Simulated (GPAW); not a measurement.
# BiAs (buckled honeycomb monolayer): G0W0 on several meshes in GPAW

Aim: the GW shift of BiAs (buckled honeycomb monolayer) against the k mesh.

Calculated with GPAW 26.7.0; LDA and many-body steps on it, plane waves.

## 1. Set-up

The cell holds 2 atoms: 1 As and 1 Bi. Cell: a = 3.882 Å, b = 3.882 Å, c = 12.500 Å, α = 90.0°, β = 90.0°, γ = 120.0°. Vacuum lies along c.

As a file:

```xyz
2
Lattice="3.8825 0.0000 0.0000 -1.9412 3.3623 0.0000 0.0000 0.0000 12.5000" Properties=species:S:1:pos:R:3
As    0.0000    2.2415    5.4775
Bi    1.9412    1.1208    7.0225
```

The structure was relaxed with LDA. The runs that relaxed it are not among those shown. Spin-orbit coupling is left out unless a step names it.

## 2. Empty states on the mesh, 6×6×1 mesh, 275 bands

This step: GPAW 26.7.0; DFT, LDA, plane waves, PAW.

The sums over transitions need many empty states on a uniform mesh; this step solves for them.

Input file run.py:

```python
import json
import numpy as np
from gpaw.mpi import world
from gpaw import GPAW

calc = GPAW('gs.gpw').fixed_density(kpts={'size': (6, 6, 1), 'gamma': True},
    parallel={'domain': 1, 'band': 1},
    txt='nscf.txt')
calc.diagonalize_full_hamiltonian(nbands=275)
calc.write('full.gpw', mode='all')
res = {}
kpts = calc.get_ibz_k_points()
res['kpts'] = kpts
res['eigenvalues'] = [calc.get_eigenvalues(kpt=k) for k in range(len(kpts))]
res['n_electrons'] = calc.get_number_of_electrons()

if world.rank == 0:
    with open('result.json', 'w') as f:
        json.dump(res, f, default=lambda x: x.tolist())
```

Started as:

```
$ mpirun -n 7 gpaw python run.py
```

Numbers of over 12 decimals in the logs are rounded to 6 here.

The program printed:

```text
Diagonalizing LCAO Hamiltonian
Converting LCAO to pw mode
convergence criteria:
- Maximum integral of absolute [eigenst]ate change: 4e-08 eV^2 / valence electron
maximum number of iterations: 100

SCF iterations
|iter     |     time |      energy | eigst |  dens |
|iter:   1|  |             | +1.11 |       |
|iter:   2|  |             | -0.34 |       |
|iter:   3|  |             | -2.03 |       |
|iter:   4|  |             | -3.55 |       |
|iter:   5|  |             | -4.82 |       |
|iter:   6|  |             | -6.07 |       |
|iter:   7|  |             | -7.21 |       |
|iter:   8|  |             | -7.54c|       |
SCF steps: 8
  __  _  _
 | _ |_)|_||  |
 |__||  | ||/\| - 26.7.0

Input parameters:
  mode=PW(ecut=450.000000),
  convergence={'density': 1e-06, 'bands': -3},
  gpts=array([20, 20, 63]),
  kpts=MonkhorstPack(size=(6, 6, 1), gamma=True),
  maxiter=100,
  nbands=17,
  occupations=Occupations(name='fermi-dirac', width=0.001, fixmagmom=False),
  parallel={'domain': 1, 'band': 1},
  xc=XC(name='LDA')
Matrix size: 3559x3559
# Writing to full.gpw (mode='all')
  [... matrices ...]

timing:  # [seconds]
  Total: 28.280  # ━━━━━━━━━━━━━━━━━━━━━━━━━━━━━━━━━━━━━━━━━━━━━━━━━━━━━━━━━━
```

Run time: 32 s. Hardware: 7 MPI ranks of Intel Xeon at 2.60GHz (Ice Lake), shared host; peak memory 6.7 GiB.

This step gave:

```
gap                                                           : 1.159 eV
k of the valence top                                          : 0, 0, 0
k of the conduction bottom                                    : 0, 0, 0
least direct gap                                              : 1.159 eV
k points computed                                             : 7
lowest point of the top converged band, above the valence top : 78.2987 eV
```

On this mesh the gap is 1.159 eV.

## 3. 6×6×1

G0W0 replaces the xc potential by the self-energy, built once from these orbitals. Only a window of levels is corrected, while the sums run over the empty bands that the input names.

This step: G0W0 on LDA, plane waves, PAW.

Input file run.py:

```python
import json
import numpy as np
from gpaw.mpi import world
from gpaw.response.g0w0 import G0W0

gw = G0W0('full.gpw',
    filename='gw',
    kpts=[0],
    bands=(8, 12),
    ecut=24,
    nbands=43,
    truncation='2D',
    integrate_gamma='sphere',
    q0_correction=True,
    frequencies={'type': 'nonlinear', 'domega0': 0.15, 'omega2': 15.0},
    eta=0.1,
    nblocksmax=True)
gw.calculate()
res = {mode: {k: v for k, v in r.items() if k != 'sigma_eskwn'}
       for mode, r in gw.all_results.items()}

if world.rank == 0:
    with open('result.json', 'w') as f:
        json.dump(res, f, default=lambda x: x.tolist())
```

Started as:

```
$ mpirun -n 8 gpaw python run.py
```

The program printed:

```text
Using integrator: PointIntegrator
NonLinearFrequencyDescriptor(from 0.000 to 42.962 eV, 132 points)
Nonperiodic BCs:  [False False  True]
Using integrator: PointIntegrator
NonLinearFrequencyDescriptor(from 0.000 to 42.962 eV, 132 points)
Nonperiodic BCs:  [False False  True]
Applying analytical 2D correction to W:
    Evaluating Gamma point contribution to W on a 21x21x1 grid
  ___  _ _ _
 |   || | | |
 | | || | | |
 |__ ||_____|
 |___|

BZ k-points: Symmetries present (total): 6

  [... matrices ...]
36 k-points: 6 x 6 x 1 Monkhorst-Pack grid + [1/12,1/12,0.000000]
7 k-points in the irreducible part of the Brillouin zone
       k-points in crystal coordinates                weights
   0:     0.00000000    0.00000000    0.00000000          1/36
   1:     0.16666667    0.00000000    0.00000000          6/36
   2:     0.33333333   -0.16666667    0.00000000          6/36
   3:     0.33333333    0.00000000    0.00000000          6/36
   4:     0.33333333    0.33333333    0.00000000          2/36
   5:     0.50000000    0.33333333    0.00000000         12/36
   6:     0.50000000    0.50000000    0.00000000          3/36

Distributing spins, k-points and bands (1 x 1 x 4) over 2 processes
Number of blocks: 4

Quasi particle states:
k-points (IBZ indices): [0]
Band range: (8, 12)
  [... matrices ...]
Computational parameters:
Plane wave cut-off: 24 eV
Number of bands: 43
Coulomb cutoff: 2D
Broadening: 0.1 eV

fxc modes: GW
Kernel: RPA
Using full-frequency real axis integration
Summing all q:

Calculating screened Coulomb potential
2D Coulomb truncation
NonLinearFrequencyDescriptor(from 0.000 to 42.962 eV, 132 points)
Removing empty qpoint cache files...

Calculating chi0 body with:
    Ground state adapter containing:
    Number of spins: 1
    Number of kpoints: 36
    Number of irreducible kpoints: 7
    Number of completely occupied states: 10
    Number of partially occupied states: 10
    Occupied states memory: 3.84521484375 M / cpu

    Linear response parametrization:
    q_c: [1.3877787807814457e-17, 1.3877787807814457e-17, 0.0]
    Number of frequency points: 132
    Planewave cutoff: 24.0
    Number of bands: 43
    Number of planewaves: 51
    Broadening (eta): 0.1
    comm.size: 8
    kncomm.size: 2
    blockcomm.size: 4

    Memory estimate of potentially large arrays:
        chi0_wGG: 1.309708 M / cpu
Integrating chi0 body.

Symmetries of q_c:
    Direct symmetries (Uq -> q): 6
    Indirect symmetries (TUq -> q): 6
In total 12 allowed symmetries.

  [... matrices ...]
7 groups of equivalent kpoints. 80.555556% reduction.

Integral kind: spectral function
Integrating chi0 head and wings.

Symmetries of q_c:
    Direct symmetries (Uq -> q): 6
    Indirect symmetries (TUq -> q): 6
In total 12 allowed symmetries.

  [... matrices ...]
7 groups of equivalent kpoints. 80.555556% reduction.

Integral kind: spectral function wings

Calculating chi0 body with:
    Ground state adapter containing:
    Number of spins: 1
    Number of kpoints: 36
    Number of irreducible kpoints: 7
    Number of completely occupied states: 10
    Number of partially occupied states: 10
[... the further q-points ...]

Results:
f:      Occupation numbers
eps:     KS-eigenvalues [eV]
vxc:     KS vxc [eV]
exx:     Exact exchange [eV]
sigma:   Self-energies [eV]
dsigma:  Self-energy derivatives
Z:       Renormalization factors
qp:      QP-energies [eV]

k-point 0 (0): (0.000, 0.000, 0.000)                GW
band       f     eps     vxc     exx   sigma  dsigma       Z      qp
                                                                   GW
   8   1.000  -1.259 -14.938 -15.723   1.427  -0.376   0.727  -0.793
   9   1.000  -1.259 -14.938 -15.723   1.427  -0.376   0.727  -0.793
  10   0.000  -0.100 -12.917  -9.192  -2.009  -0.352   0.739   1.169
  11   0.000   2.092 -14.189  -9.710  -2.449  -0.447   0.691   3.495
```

Run time: 13 s. Hardware: 8 MPI ranks; peak memory 2.6 GiB; 99 s of CPU time.

Numbers from this step:

| Quantity | Value |
| --- | --- |
| G0W0 gap on the points computed | 1.962 eV |
| least direct G0W0 gap on the computed points | 1.962 eV |
| Z at the valence top | 0.7268 |
| Z at the conduction bottom | 0.7394 |
| starting gap on the mesh | 1.159 eV |
| k of the valence top | 0, 0, 0 |
| k of the conduction bottom | 0, 0, 0 |

The gap on the mesh goes from 1.16 eV to 1.96 eV, a correction of +0.80 eV.

## 4. Empty states on the mesh, 9×9×1 mesh, 53 bands

This step: DFT, LDA, plane waves, PAW.

Input file run.py:

```python
import json
import numpy as np
from gpaw.mpi import world
from gpaw import GPAW

calc = GPAW('gs.gpw').fixed_density(kpts={'size': (9, 9, 1), 'gamma': True},
    nbands=61,
    convergence={'bands': 53},
    txt='nscf.txt')
calc.write('full.gpw', mode='all')
res = {}
kpts = calc.get_ibz_k_points()
res['kpts'] = kpts
res['eigenvalues'] = [calc.get_eigenvalues(kpt=k) for k in range(len(kpts))]
res['n_electrons'] = calc.get_number_of_electrons()

if world.rank == 0:
    with open('result.json', 'w') as f:
        json.dump(res, f, default=lambda x: x.tolist())
```

Started as:

```
$ mpirun -n 8 gpaw python run.py
```

The program printed:

```text
Diagonalizing LCAO Hamiltonian
Converting LCAO to pw mode
convergence criteria:
- Maximum integral of absolute [eigenst]ate change: 4e-08 eV^2 / valence electron
maximum number of iterations: 100

SCF iterations
|iter     |     time |      energy | eigst |  dens |
|iter:   1|  |             | +3.72 |       |
|iter:   2|  |             | +2.30 |       |
|iter:   3|  |             | +1.20 |       |
[...]
|iter:  11|  |             | -6.62 |       |
|iter:  12|  |             | -7.25 |       |
|iter:  13|  |             | -7.63c|       |
SCF steps: 13
  __  _  _
 | _ |_)|_||  |
 |__||  | ||/\| - 26.7.0

Input parameters:
  mode=PW(ecut=450.000000),
  convergence={'bands': 53},
  gpts=array([20, 20, 63]),
  kpts=MonkhorstPack(size=(9, 9, 1), gamma=True),
  maxiter=100,
  nbands=61,
  occupations=Occupations(name='fermi-dirac', width=0.001, fixmagmom=False),
  parallel={},
  xc=XC(name='LDA')
# Writing to full.gpw (mode='all')
  [... matrices ...]

timing:  # [seconds]
  Total: 0.089  # ━━━━━━━━━━━━━━━━━━━━━━━━━━━━━━━━━━━━━━━━━━━━━━━━━━━━━━━━━━━
```

Run time: 8.3 s. Hardware: 8 MPI ranks; peak memory 1.4 GiB; 64 s of CPU time.

Numbers from this step:

| Item | Value |
| --- | --- |
| gap | 1.159 eV |
| k of the valence top | 0, 0, 0 |
| k of the conduction bottom | 0, 0, 0 |
| least direct gap | 1.159 eV |
| k points computed | 12 |
| lowest point of the top converged band, above the valence top | 22.38 eV |

On this mesh the gap is 1.159 eV.

## 5. 9×9×1

This step: G0W0 on LDA, plane waves, PAW.

Input file run.py:

```python
import json
import numpy as np
from gpaw.mpi import world
from gpaw.response.g0w0 import G0W0

gw = G0W0('full.gpw',
    filename='gw',
    kpts=[0],
    bands=(8, 12),
    ecut=24,
    nbands=43,
    truncation='2D',
    integrate_gamma='sphere',
    q0_correction=True,
    frequencies={'type': 'nonlinear', 'domega0': 0.15, 'omega2': 15.0},
    eta=0.1,
    nblocksmax=True)
gw.calculate()
res = {mode: {k: v for k, v in r.items() if k != 'sigma_eskwn'}
       for mode, r in gw.all_results.items()}

if world.rank == 0:
    with open('result.json', 'w') as f:
        json.dump(res, f, default=lambda x: x.tolist())
```

Started as:

```
$ mpirun -n 8 gpaw python run.py
```

The program printed:

```text
Using integrator: PointIntegrator
NonLinearFrequencyDescriptor(from 0.000 to 43.686 eV, 133 points)
Nonperiodic BCs:  [False False  True]
Using integrator: PointIntegrator
NonLinearFrequencyDescriptor(from 0.000 to 43.686 eV, 133 points)
Nonperiodic BCs:  [False False  True]
Applying analytical 2D correction to W:
    Evaluating Gamma point contribution to W on a 13x13x1 grid
  ___  _ _ _
 |   || | | |
 | | || | | |
 |__ ||_____|
 |___|

BZ k-points: Symmetries present (total): 6

  [... matrices ...]
81 k-points: 9 x 9 x 1 Monkhorst-Pack grid
12 k-points in the irreducible part of the Brillouin zone
       k-points in crystal coordinates                weights
   0:     0.00000000    0.00000000    0.00000000          1/81
   1:     0.11111111    0.00000000    0.00000000          6/81
   2:     0.22222222   -0.11111111    0.00000000          6/81
[...]
9:     0.44444444    0.00000000    0.00000000          6/81
          ...
  11:     0.44444444    0.44444444    0.00000000          6/81

Distributing spins, k-points and bands (1 x 1 x 4) over 2 processes
Number of blocks: 4

Quasi particle states:
k-points (IBZ indices): [0]
Band range: (8, 12)
  [... matrices ...]
Computational parameters:
Plane wave cut-off: 24 eV
Number of bands: 43
Coulomb cutoff: 2D
Broadening: 0.1 eV

fxc modes: GW
Kernel: RPA
Using full-frequency real axis integration
Summing all q:

Calculating screened Coulomb potential
2D Coulomb truncation
NonLinearFrequencyDescriptor(from 0.000 to 43.686 eV, 133 points)
Removing empty qpoint cache files...

Calculating chi0 body with:
    Ground state adapter containing:
    Number of spins: 1
    Number of kpoints: 81
    Number of irreducible kpoints: 12
    Number of completely occupied states: 10
    Number of partially occupied states: 10
    Occupied states memory: 3.84521484375 M / cpu

    Linear response parametrization:
    q_c: [0.0, 0.0, 0.0]
    Number of frequency points: 133
    Planewave cutoff: 24.0
    Number of bands: 43
    Number of planewaves: 51
    Broadening (eta): 0.1
    comm.size: 8
    kncomm.size: 2
    blockcomm.size: 4

    Memory estimate of potentially large arrays:
        chi0_wGG: 1.319630 M / cpu
Integrating chi0 body.

Symmetries of q_c:
    Direct symmetries (Uq -> q): 6
    Indirect symmetries (TUq -> q): 6
In total 12 allowed symmetries.

  [... matrices ...]
12 groups of equivalent kpoints. 85.185185% reduction.

Integral kind: spectral function
Integrating chi0 head and wings.

Symmetries of q_c:
    Direct symmetries (Uq -> q): 6
    Indirect symmetries (TUq -> q): 6
In total 12 allowed symmetries.

  [... matrices ...]
12 groups of equivalent kpoints. 85.185185% reduction.

Integral kind: spectral function wings

Calculating chi0 body with:
    Ground state adapter containing:
    Number of spins: 1
    Number of kpoints: 81
    Number of irreducible kpoints: 12
    Number of completely occupied states: 10
    Number of partially occupied states: 10
    Occupied states memory: 3.84521484375 M / cpu

[... the further q-points ...]

Results:
f:      Occupation numbers
eps:     KS-eigenvalues [eV]
vxc:     KS vxc [eV]
exx:     Exact exchange [eV]
sigma:   Self-energies [eV]
dsigma:  Self-energy derivatives
Z:       Renormalization factors
qp:      QP-energies [eV]

k-point 0 (0): (0.000, 0.000, 0.000)                GW
band       f     eps     vxc     exx   sigma  dsigma       Z      qp
                                                                   GW
   8   1.000  -1.259 -14.938 -15.582   1.299  -0.355   0.738  -0.775
   9   1.000  -1.259 -14.938 -15.582   1.299  -0.355   0.738  -0.775
  10   0.000  -0.100 -12.917  -9.370  -1.837  -0.326   0.754   1.190
  11   0.000   2.092 -14.189  -9.723  -2.423  -0.418   0.705   3.533
```

The job ended after 24 s (8 MPI ranks; peak memory 2.2 GiB; 3.1 min of CPU time).

This step gave:

- G0W0 gap on the points computed: 1.966 eV
- least direct G0W0 gap on the computed points: 1.966 eV
- Z at the valence top: 0.7379
- Z at the conduction bottom: 0.7541
- starting gap on the mesh: 1.159 eV
- k of the valence top: 0, 0, 0
- k of the conduction bottom: 0, 0, 0

Against G0W0 in GPAW (6×6×1 mesh, 43 bands, screening to 24 eV, full frequency, Hilbert transform), the gap moves by +0.004 eV.

## 6. The runs together

Times are wall times on 8 MPI ranks of Intel Xeon at 2.60GHz (Ice Lake), shared host, good to a factor of about two.

```tsv
run	mesh	bands	screening cutoff (eV)	DFT gap (eV)	gap on the mesh (eV)	direct (eV)	time
6×6×1	6×6×1	43	24	1.159	1.962	1.962	13 s
9×9×1	9×9×1	43	24	1.159	1.966	1.966	24 s
```

## 7. Summary of results

```
6×6×1        : 1.962 eV
9×9×1        : 1.966 eV
known limits : not at the basis limit; no spin-orbit coupling
```

9×9×1: +0.004 eV against 6×6×1. Bands and cutoff are finite, so the gap is not at the basis limit. The miss can reach some tenths of an eV and take either sign; the mesh is an error of its own. These stock PAW sets were not made for GW; the filled d or f shell of As lies in the frozen core, which bears on start and correction. In the G0W0 runs levels were corrected at 1 k point alone, so a gap called «on the mesh» is the least over those, and an edge elsewhere would be missed. Mesh or cutoff lie under what a gap needs, so these runs test behaviour and cost; their gaps are not to be quoted. Where an edge is built on 6p states of lead, bismuth or thallium, scalar-relativistic gaps usually stand too wide, by a few tenths to over one eV. The many-body steps are scalar-relativistic: spin-orbit coupling is not in them.

[Paths, hosts, dates, memory and timing lines, banners, echoed tables and standing remarks are left out of the program output.]

[Logs are printed without paths, hosts, clocks, repeated set-up lines and the standing remarks that a program may print on its own settings, such as how far it seeks lower states.]

[Runs of the session that timed out or met a known fault of the program may be left out.]

[Hosts, paths, dates, database ids (printed as entryN), source tags and the programs' standing remarks are cut or masked in the printed files.]
